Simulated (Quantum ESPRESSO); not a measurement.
# Mg7CoO8 (MgO32 Co2 d5p16): which magnetic order is lowest

Does Mg7CoO8 (MgO32 Co2 d5p16) prefer parallel or opposed moments?

Calculated with Quantum ESPRESSO 7.5; PBE; plane waves with GBRV 1.5 PBE potentials, no spin-orbit coupling.

## 1. Starting point

The structure is orthorhombic, space group Pmmn (No. 59). Conventional cell: a = 4.212 Å, b = 8.424 Å, c = 8.424 Å, α = 90.00°, β = 90.00°, γ = 90.00°. Nearest to Co lie 6 O at 2.11 Å. O has 5 Mg at 2.11 Å and 1 Co at 2.11 Å nearest. Mg has 6 O at 2.11 Å nearest. Nearest to O lie 5 Mg at 2.11 Å and 1 Co at 2.11 Å. O has 4 Mg at 2.11 Å and 2 Co at 2.11 Å nearest. substitutional dopants on the host's measured lattice, atoms not relaxed. Farther neighbours and most contacts between anions are not listed.

The cell was typed by rule, not taken from a database of measured structures.

## 2. Start 1: ferro ++

The signs are those of the starting moments on the seeded atoms, the atoms that are given a moment.

File pw.in:

```
&CONTROL
  calculation = 'scf'
  prefix = 'pwscf'
  outdir = './tmp'
  pseudo_dir = './pseudo'
  disk_io = 'nowf'
/
&SYSTEM
  ibrav = 0
  celldm(1) = 8
  nat = 32
  ntyp = 3
  ecutwfc = 40
  ecutrho = 280
  nbnd = 172
  occupations = 'smearing'
  smearing = 'fd'
  degauss = 0.00367493
  nspin = 2
  starting_magnetization(1) = 0.1765
  starting_magnetization(2) = 0
  starting_magnetization(3) = 0
/
&ELECTRONS
  conv_thr = 6.4d-08
  electron_maxstep = 150
  mixing_beta = 0.3
/
ATOMIC_SPECIES
Co     58.9332 co_pbe_v1.2.uspp.F.UPF
O      15.9990 o_pbe_v1.2.uspp.F.UPF
Mg     24.3050 mg_pbe_v1.4.uspp.F.UPF
CELL_PARAMETERS alat
   1.9898816092309    0.0000000000000    0.0000000000000
   0.0000000000000    1.9898816092309    0.0000000000000
   0.0000000000000    0.0000000000000    0.9949408046155
ATOMIC_POSITIONS crystal
Co      0.0000000000    0.0000000000    0.0000000000
O       0.2500000000    0.0000000000    0.0000000000
Mg      0.0000000000    0.2500000000    0.5000000000
O       0.2500000000    0.2500000000    0.5000000000
Mg      0.2500000000    0.0000000000    0.5000000000
O       0.0000000000    0.0000000000    0.5000000000
Mg      0.2500000000    0.2500000000    0.0000000000
O       0.0000000000    0.2500000000    0.0000000000
Mg      0.0000000000    0.5000000000    0.0000000000
O       0.2500000000    0.5000000000    0.0000000000
Mg      0.0000000000    0.7500000000    0.5000000000
O       0.2500000000    0.7500000000    0.5000000000
Co      0.2500000000    0.5000000000    0.5000000000
O       0.0000000000    0.5000000000    0.5000000000
Mg      0.2500000000    0.7500000000    0.0000000000
O       0.0000000000    0.7500000000    0.0000000000
Mg      0.5000000000    0.0000000000    0.0000000000
O       0.7500000000    0.0000000000    0.0000000000
Mg      0.5000000000    0.2500000000    0.5000000000
O       0.7500000000    0.2500000000    0.5000000000
Mg      0.7500000000    0.0000000000    0.5000000000
O       0.5000000000    0.0000000000    0.5000000000
Mg      0.7500000000    0.2500000000    0.0000000000
O       0.5000000000    0.2500000000    0.0000000000
Mg      0.5000000000    0.5000000000    0.0000000000
O       0.7500000000    0.5000000000    0.0000000000
Mg      0.5000000000    0.7500000000    0.5000000000
O       0.7500000000    0.7500000000    0.5000000000
Mg      0.7500000000    0.5000000000    0.5000000000
O       0.5000000000    0.5000000000    0.5000000000
Mg      0.7500000000    0.7500000000    0.0000000000
O       0.5000000000    0.7500000000    0.0000000000
K_POINTS automatic
3 3 6 0 0 0
```

The run is started by

```console
> OMP_NUM_THREADS=1 mpirun -n 4 pw.x -nk 4 -in pw.in > pw.out
```

Output:

```text
Program PWSCF v.7.5 starts

     Message from routine setup:
     using ibrav=0 with symmetry is DISCOURAGED, use correct ibrav instead

     K-points division:     npool     =       4
     Subspace diagonalization in iterative solution of the eigenvalue problem:

     G-vector sticks info
     --------------------
     sticks:   dense  smooth     PW     G-vecs:    dense   smooth      PW
     Sum        5637    3233    933               159663    68849   10557

     Using Slab Decomposition

     bravais-lattice index     =            0
     lattice parameter (alat)  =       8.0000  a.u.
     unit-cell volume          =    2017.0733 (a.u.)^3
     number of atoms/cell      =           32
     number of atomic types    =            3
     number of electrons       =       270.00
     number of Kohn-Sham states=          172
     kinetic-energy cutoff     =      40.0000  Ry
     charge density cutoff     =     280.0000  Ry
     scf convergence threshold =      6.4E-08
     mixing beta               =       0.3000
     number of iterations used =            8  plain     mixing
     Exchange-correlation=  SLA  PW   PBX  PBC
                           (   1   4   3   4   0   0   0)

     celldm(1)=   8.000000  celldm(2)=   0.000000  celldm(3)=   0.000000
     celldm(4)=   0.000000  celldm(5)=   0.000000  celldm(6)=   0.000000

     crystal axes: (cart. coord. in units of alat)
               a(1) = (   1.989882   0.000000   0.000000 )
               a(2) = (   0.000000   1.989882   0.000000 )
               a(3) = (   0.000000   0.000000   0.994941 )

     reciprocal axes: (cart. coord. in units 2 pi/alat)
               b(1) = (  0.502542  0.000000  0.000000 )
               b(2) = (  0.000000  0.502542  0.000000 )
               b(3) = (  0.000000  0.000000  1.005085 )

     PseudoPot. # 1 for Co read from file:
     co_pbe_v1.2.uspp.F.UPF
     Pseudo is Ultrasoft + core correction, Zval = 17.0
     Generated by new atomic code, or converted to UPF format
     Using radial grid of  863 points,  6 beta functions with:
                l(1) =   0
                l(2) =   0
                l(3) =   1
                l(4) =   1
                l(5) =   2
                l(6) =   2
     Q(r) pseudized with  8 coefficients,  rinner =    1.200   1.200   1.200
                                                       1.200   1.200

     PseudoPot. # 2 for O  read from file:
     o_pbe_v1.2.uspp.F.UPF
     Pseudo is Ultrasoft + core correction, Zval =  6.0
     Generated by new atomic code, or converted to UPF format
     Using radial grid of  737 points,  5 beta functions with:
                l(1) =   0
                l(2) =   0
                l(3) =   1
                l(4) =   1
                l(5) =   2
     Q(r) pseudized with  8 coefficients,  rinner =    0.900   0.900   0.900
                                                       0.900   0.900

     PseudoPot. # 3 for Mg read from file:
     mg_pbe_v1.4.uspp.F.UPF
     Pseudo is Ultrasoft, Zval = 10.0
     Generated by new atomic code, or converted to UPF format
     Using radial grid of  821 points,  7 beta functions with:
                l(1) =   0
                l(2) =   0
                l(3) =   0
                l(4) =   1
                l(5) =   1
                l(6) =   2
                l(7) =   2
     Q(r) pseudized with  8 coefficients,  rinner =    1.200   1.200   1.200
                                                       1.200   1.200

     atomic species   valence    mass     pseudopotential
     Co               17.00    58.93320     Co( 1.00)
     O                 6.00    15.99900     O ( 1.00)
     Mg               10.00    24.30500     Mg( 1.00)

     Starting magnetic structure
     atomic species   magnetization
     Co              0.176
     O               0.000
     Mg              0.000

      8 Sym. Ops., with inversion, found ( 4 have fractional translation)

   Cartesian axes

     site n.     atom                  positions (alat units)
         1        Co     tau(   1) = (   0.0000000   0.0000000   0.0000000  )
         2        O      tau(   2) = (   0.4974704   0.0000000   0.0000000  )
         3        Mg     tau(   3) = (   0.0000000   0.4974704   0.4974704  )
         4        O      tau(   4) = (   0.4974704   0.4974704   0.4974704  )
         5        Mg     tau(   5) = (   0.4974704   0.0000000   0.4974704  )
         6        O      tau(   6) = (   0.0000000   0.0000000   0.4974704  )
         7        Mg     tau(   7) = (   0.4974704   0.4974704   0.0000000  )
         8        O      tau(   8) = (   0.0000000   0.4974704   0.0000000  )
         9        Mg     tau(   9) = (   0.0000000   0.9949408   0.0000000  )
        10        O      tau(  10) = (   0.4974704   0.9949408   0.0000000  )
        11        Mg     tau(  11) = (   0.0000000   1.4924112   0.4974704  )
        12        O      tau(  12) = (   0.4974704   1.4924112   0.4974704  )
        13        Co     tau(  13) = (   0.4974704   0.9949408   0.4974704  )
        14        O      tau(  14) = (   0.0000000   0.9949408   0.4974704  )
        15        Mg     tau(  15) = (   0.4974704   1.4924112   0.0000000  )
        16        O      tau(  16) = (   0.0000000   1.4924112   0.0000000  )
        17        Mg     tau(  17) = (   0.9949408   0.0000000   0.0000000  )
        18        O      tau(  18) = (   1.4924112   0.0000000   0.0000000  )
        19        Mg     tau(  19) = (   0.9949408   0.4974704   0.4974704  )
        20        O      tau(  20) = (   1.4924112   0.4974704   0.4974704  )
        21        Mg     tau(  21) = (   1.4924112   0.0000000   0.4974704  )
        22        O      tau(  22) = (   0.9949408   0.0000000   0.4974704  )
        23        Mg     tau(  23) = (   1.4924112   0.4974704   0.0000000  )
        24        O      tau(  24) = (   0.9949408   0.4974704   0.0000000  )
        25        Mg     tau(  25) = (   0.9949408   0.9949408   0.0000000  )
        26        O      tau(  26) = (   1.4924112   0.9949408   0.0000000  )
        27        Mg     tau(  27) = (   0.9949408   1.4924112   0.4974704  )
        28        O      tau(  28) = (   1.4924112   1.4924112   0.4974704  )
        29        Mg     tau(  29) = (   1.4924112   0.9949408   0.4974704  )
        30        O      tau(  30) = (   0.9949408   0.9949408   0.4974704  )
        31        Mg     tau(  31) = (   1.4924112   1.4924112   0.0000000  )
        32        O      tau(  32) = (   0.9949408   1.4924112   0.0000000  )

     number of k points=    16  Fermi-Dirac smearing, width (Ry)=  0.0037
                       cart. coord. in units 2pi/alat
        k(    1) = (   0.0000000   0.0000000   0.0000000), wk =   0.0185185
        k(    2) = (   0.0000000   0.0000000   0.1675142), wk =   0.0370370
        k(    3) = (   0.0000000   0.0000000   0.3350283), wk =   0.0370370
        k(    4) = (   0.0000000   0.0000000  -0.5025425), wk =   0.0185185
        k(    5) = (   0.0000000   0.1675142   0.0000000), wk =   0.0370370
        [... 11 further k-points ...]

     Dense  grid:   159663 G-vectors     FFT dimensions: (  96,  90,  48)

     Smooth grid:    68849 G-vectors     FFT dimensions: (  72,  72,  36)

     Check: negative core charge=   -0.000011
     Generating pointlists ...
     new r_m :   0.2052 (alat units)  1.6417 (a.u.) for type    1
     new r_m :   0.2052 (alat units)  1.6417 (a.u.) for type    2
     new r_m :   0.2052 (alat units)  1.6417 (a.u.) for type    3

     Initial potential from superposition of free atoms

     starting charge     263.7968, renormalised to     270.0000
     Starting wfcs are  160 randomized atomic wfcs +   12 random wfcs

     Self-consistent Calculation

     iteration #  1     ecut=    40.00 Ry     beta= 0.30
     Davidson diagonalization with overlap
     ethr =  1.00E-02,  avg # of iterations =  6.3

     total energy              =   -2870.24252652 Ry
     estimated scf accuracy    <       8.83982437 Ry

     total magnetization       =     6.42 Bohr mag/cell
     absolute magnetization    =     6.51 Bohr mag/cell

     iteration #  2     ecut=    40.00 Ry     beta= 0.30
     Davidson diagonalization with overlap
     ethr =  3.27E-03,  avg # of iterations =  2.2

     total energy              =   -2870.92285535 Ry
     estimated scf accuracy    <       4.49222814 Ry

     total magnetization       =     1.98 Bohr mag/cell
     absolute magnetization    =     2.48 Bohr mag/cell

     iteration #  3     ecut=    40.00 Ry     beta= 0.30
     Davidson diagonalization with overlap
     ethr =  1.66E-03,  avg # of iterations =  2.1

     total energy              =   -2871.60665288 Ry
     estimated scf accuracy    <       0.84108786 Ry

     total magnetization       =     6.00 Bohr mag/cell
     absolute magnetization    =     6.06 Bohr mag/cell

     [... further iterations left out ...]

     iteration # 11     ecut=    40.00 Ry     beta= 0.30
     Davidson diagonalization with overlap
     ethr =  1.62E-08,  avg # of iterations =  2.7

     total energy              =   -2871.64241128 Ry
     estimated scf accuracy    <       0.00000229 Ry

     total magnetization       =     6.00 Bohr mag/cell
     absolute magnetization    =     6.14 Bohr mag/cell

     iteration # 12     ecut=    40.00 Ry     beta= 0.30
     Davidson diagonalization with overlap
     ethr =  8.50E-10,  avg # of iterations =  2.5

     total energy              =   -2871.64241252 Ry
     estimated scf accuracy    <       0.00000124 Ry

     total magnetization       =     6.00 Bohr mag/cell
     absolute magnetization    =     6.14 Bohr mag/cell

     iteration # 13     ecut=    40.00 Ry     beta= 0.30
     Davidson diagonalization with overlap
     ethr =  4.58E-10,  avg # of iterations =  2.0

     total energy              =   -2871.64241276 Ry
     estimated scf accuracy    <       0.00000032 Ry

     total magnetization       =     6.00 Bohr mag/cell
     absolute magnetization    =     6.14 Bohr mag/cell

     iteration # 14     ecut=    40.00 Ry     beta= 0.30
     Davidson diagonalization with overlap
     ethr =  1.17E-10,  avg # of iterations =  2.4

     Magnetic moment per site  (integrated on atomic sphere of radius R)
     atom   1 (R=0.205)  charge= 14.5895  magn=  2.4899
     atom   2 (R=0.205)  charge=  5.8113  magn=  0.0615
     atom   3 (R=0.205)  charge=  8.1873  magn= -0.0006
     atom   4 (R=0.205)  charge=  5.8129  magn=  0.0580
     atom   5 (R=0.205)  charge=  8.1871  magn=  0.0036
     atom   6 (R=0.205)  charge=  5.7923  magn=  0.1448
     atom   7 (R=0.205)  charge=  8.1873  magn= -0.0006
     atom   8 (R=0.205)  charge=  5.8129  magn=  0.0580
     atom   9 (R=0.205)  charge=  8.1871  magn=  0.0036
     atom  10 (R=0.205)  charge=  5.7923  magn=  0.1448
     atom  11 (R=0.205)  charge=  8.1873  magn= -0.0006
     atom  12 (R=0.205)  charge=  5.8129  magn=  0.0580
     atom  13 (R=0.205)  charge= 14.5895  magn=  2.4899
     atom  14 (R=0.205)  charge=  5.8113  magn=  0.0615
     atom  15 (R=0.205)  charge=  8.1873  magn= -0.0006
     atom  16 (R=0.205)  charge=  5.8129  magn=  0.0580
     atom  17 (R=0.205)  charge=  8.1894  magn=  0.0039
     atom  18 (R=0.205)  charge=  5.8121  magn=  0.0571
     atom  19 (R=0.205)  charge=  8.1895  magn= -0.0003
     atom  20 (R=0.205)  charge=  5.8268  magn=  0.0020
     atom  21 (R=0.205)  charge=  8.1876  magn= -0.0002
     atom  22 (R=0.205)  charge=  5.8252  magn=  0.0057
     atom  23 (R=0.205)  charge=  8.1895  magn= -0.0003
     atom  24 (R=0.205)  charge=  5.8268  magn=  0.0020
     atom  25 (R=0.205)  charge=  8.1876  magn= -0.0002
     atom  26 (R=0.205)  charge=  5.8252  magn=  0.0057
     atom  27 (R=0.205)  charge=  8.1895  magn= -0.0003
     atom  28 (R=0.205)  charge=  5.8268  magn=  0.0020
     atom  29 (R=0.205)  charge=  8.1894  magn=  0.0039
     atom  30 (R=0.205)  charge=  5.8121  magn=  0.0571
     atom  31 (R=0.205)  charge=  8.1895  magn= -0.0003
     atom  32 (R=0.205)  charge=  5.8268  magn=  0.0020

     End of self-consistent calculation

     [... lines left out ...]
     the Fermi energy is    10.8050 ev

!    total energy              =   -2871.64241294 Ry
     estimated scf accuracy    <       0.00000003 Ry
     smearing contrib. (-TS)   =      -0.00652534 Ry
     internal energy E=F+TS    =   -2871.63588760 Ry

     The total energy is F=E-TS. E is the sum of the following terms:
     one-electron contribution =   -1634.59299334 Ry
     hartree contribution      =     911.14004937 Ry
     xc contribution           =    -423.01526556 Ry
     ewald contribution        =   -1725.16767806 Ry

     total magnetization       =     6.00 Bohr mag/cell
     absolute magnetization    =     6.14 Bohr mag/cell

     convergence has been achieved in  14 iterations

=------------------------------------------------------------------------------=
   JOB DONE.
=------------------------------------------------------------------------------=
```

It took 20 min on 4 MPI ranks of Intel Xeon at 2.50GHz (Skylake/Cascade Lake), shared host; peak memory 2.3 GiB.

Spin moment in the atom's sphere by element, in μB:

```csv
element,atoms,mean,spread (r.m.s.),least,largest
Co,2,2.49,0.00,2.49,2.49
O,16,0.05,0.04,0.00,0.14
Mg,14,0.00,0.00,0.00,0.00
```

The atoms farthest from the mean of their element:

```csv
atom,"x, y, z (Å)",spin moment in the atom's sphere (μB)
O6,"0.00, 0.00, 2.11",0.14
O10,"2.11, 4.21, 0.00",0.14
O24,"4.21, 2.11, 0.00",0.00
O20,"6.32, 2.11, 2.11",0.00
O28,"6.32, 6.32, 2.11",0.00
O32,"4.21, 6.32, 0.00",0.00
O26,"6.32, 4.21, 0.00",0.01
O22,"4.21, 0.00, 2.11",0.01
```

Read from the output:

| Item | Value |
| --- | --- |
| smearing term TS | 0.08878 eV |
| magnetization | 5.996 μB |
| absolute magnetization | 6.141 μB |
| final state | ferromagnetic |

(Continued in part 2 of 2.)

[Logs and program files are shortened in this print: banners, set-up blocks, solver, clock and traceback lines can be left out without a mark of their own.]

[Logs are printed without paths, hosts, clocks, repeated set-up lines and the standing remarks that a program may print on its own settings, such as how far it seeks lower states.]

[Hosts, paths, dates, database ids (printed as entryN), source tags and the programs' standing remarks are cut or masked in the printed files.]

[Where a cell is said to come from a database of computed structures, the database is the Materials Project.]
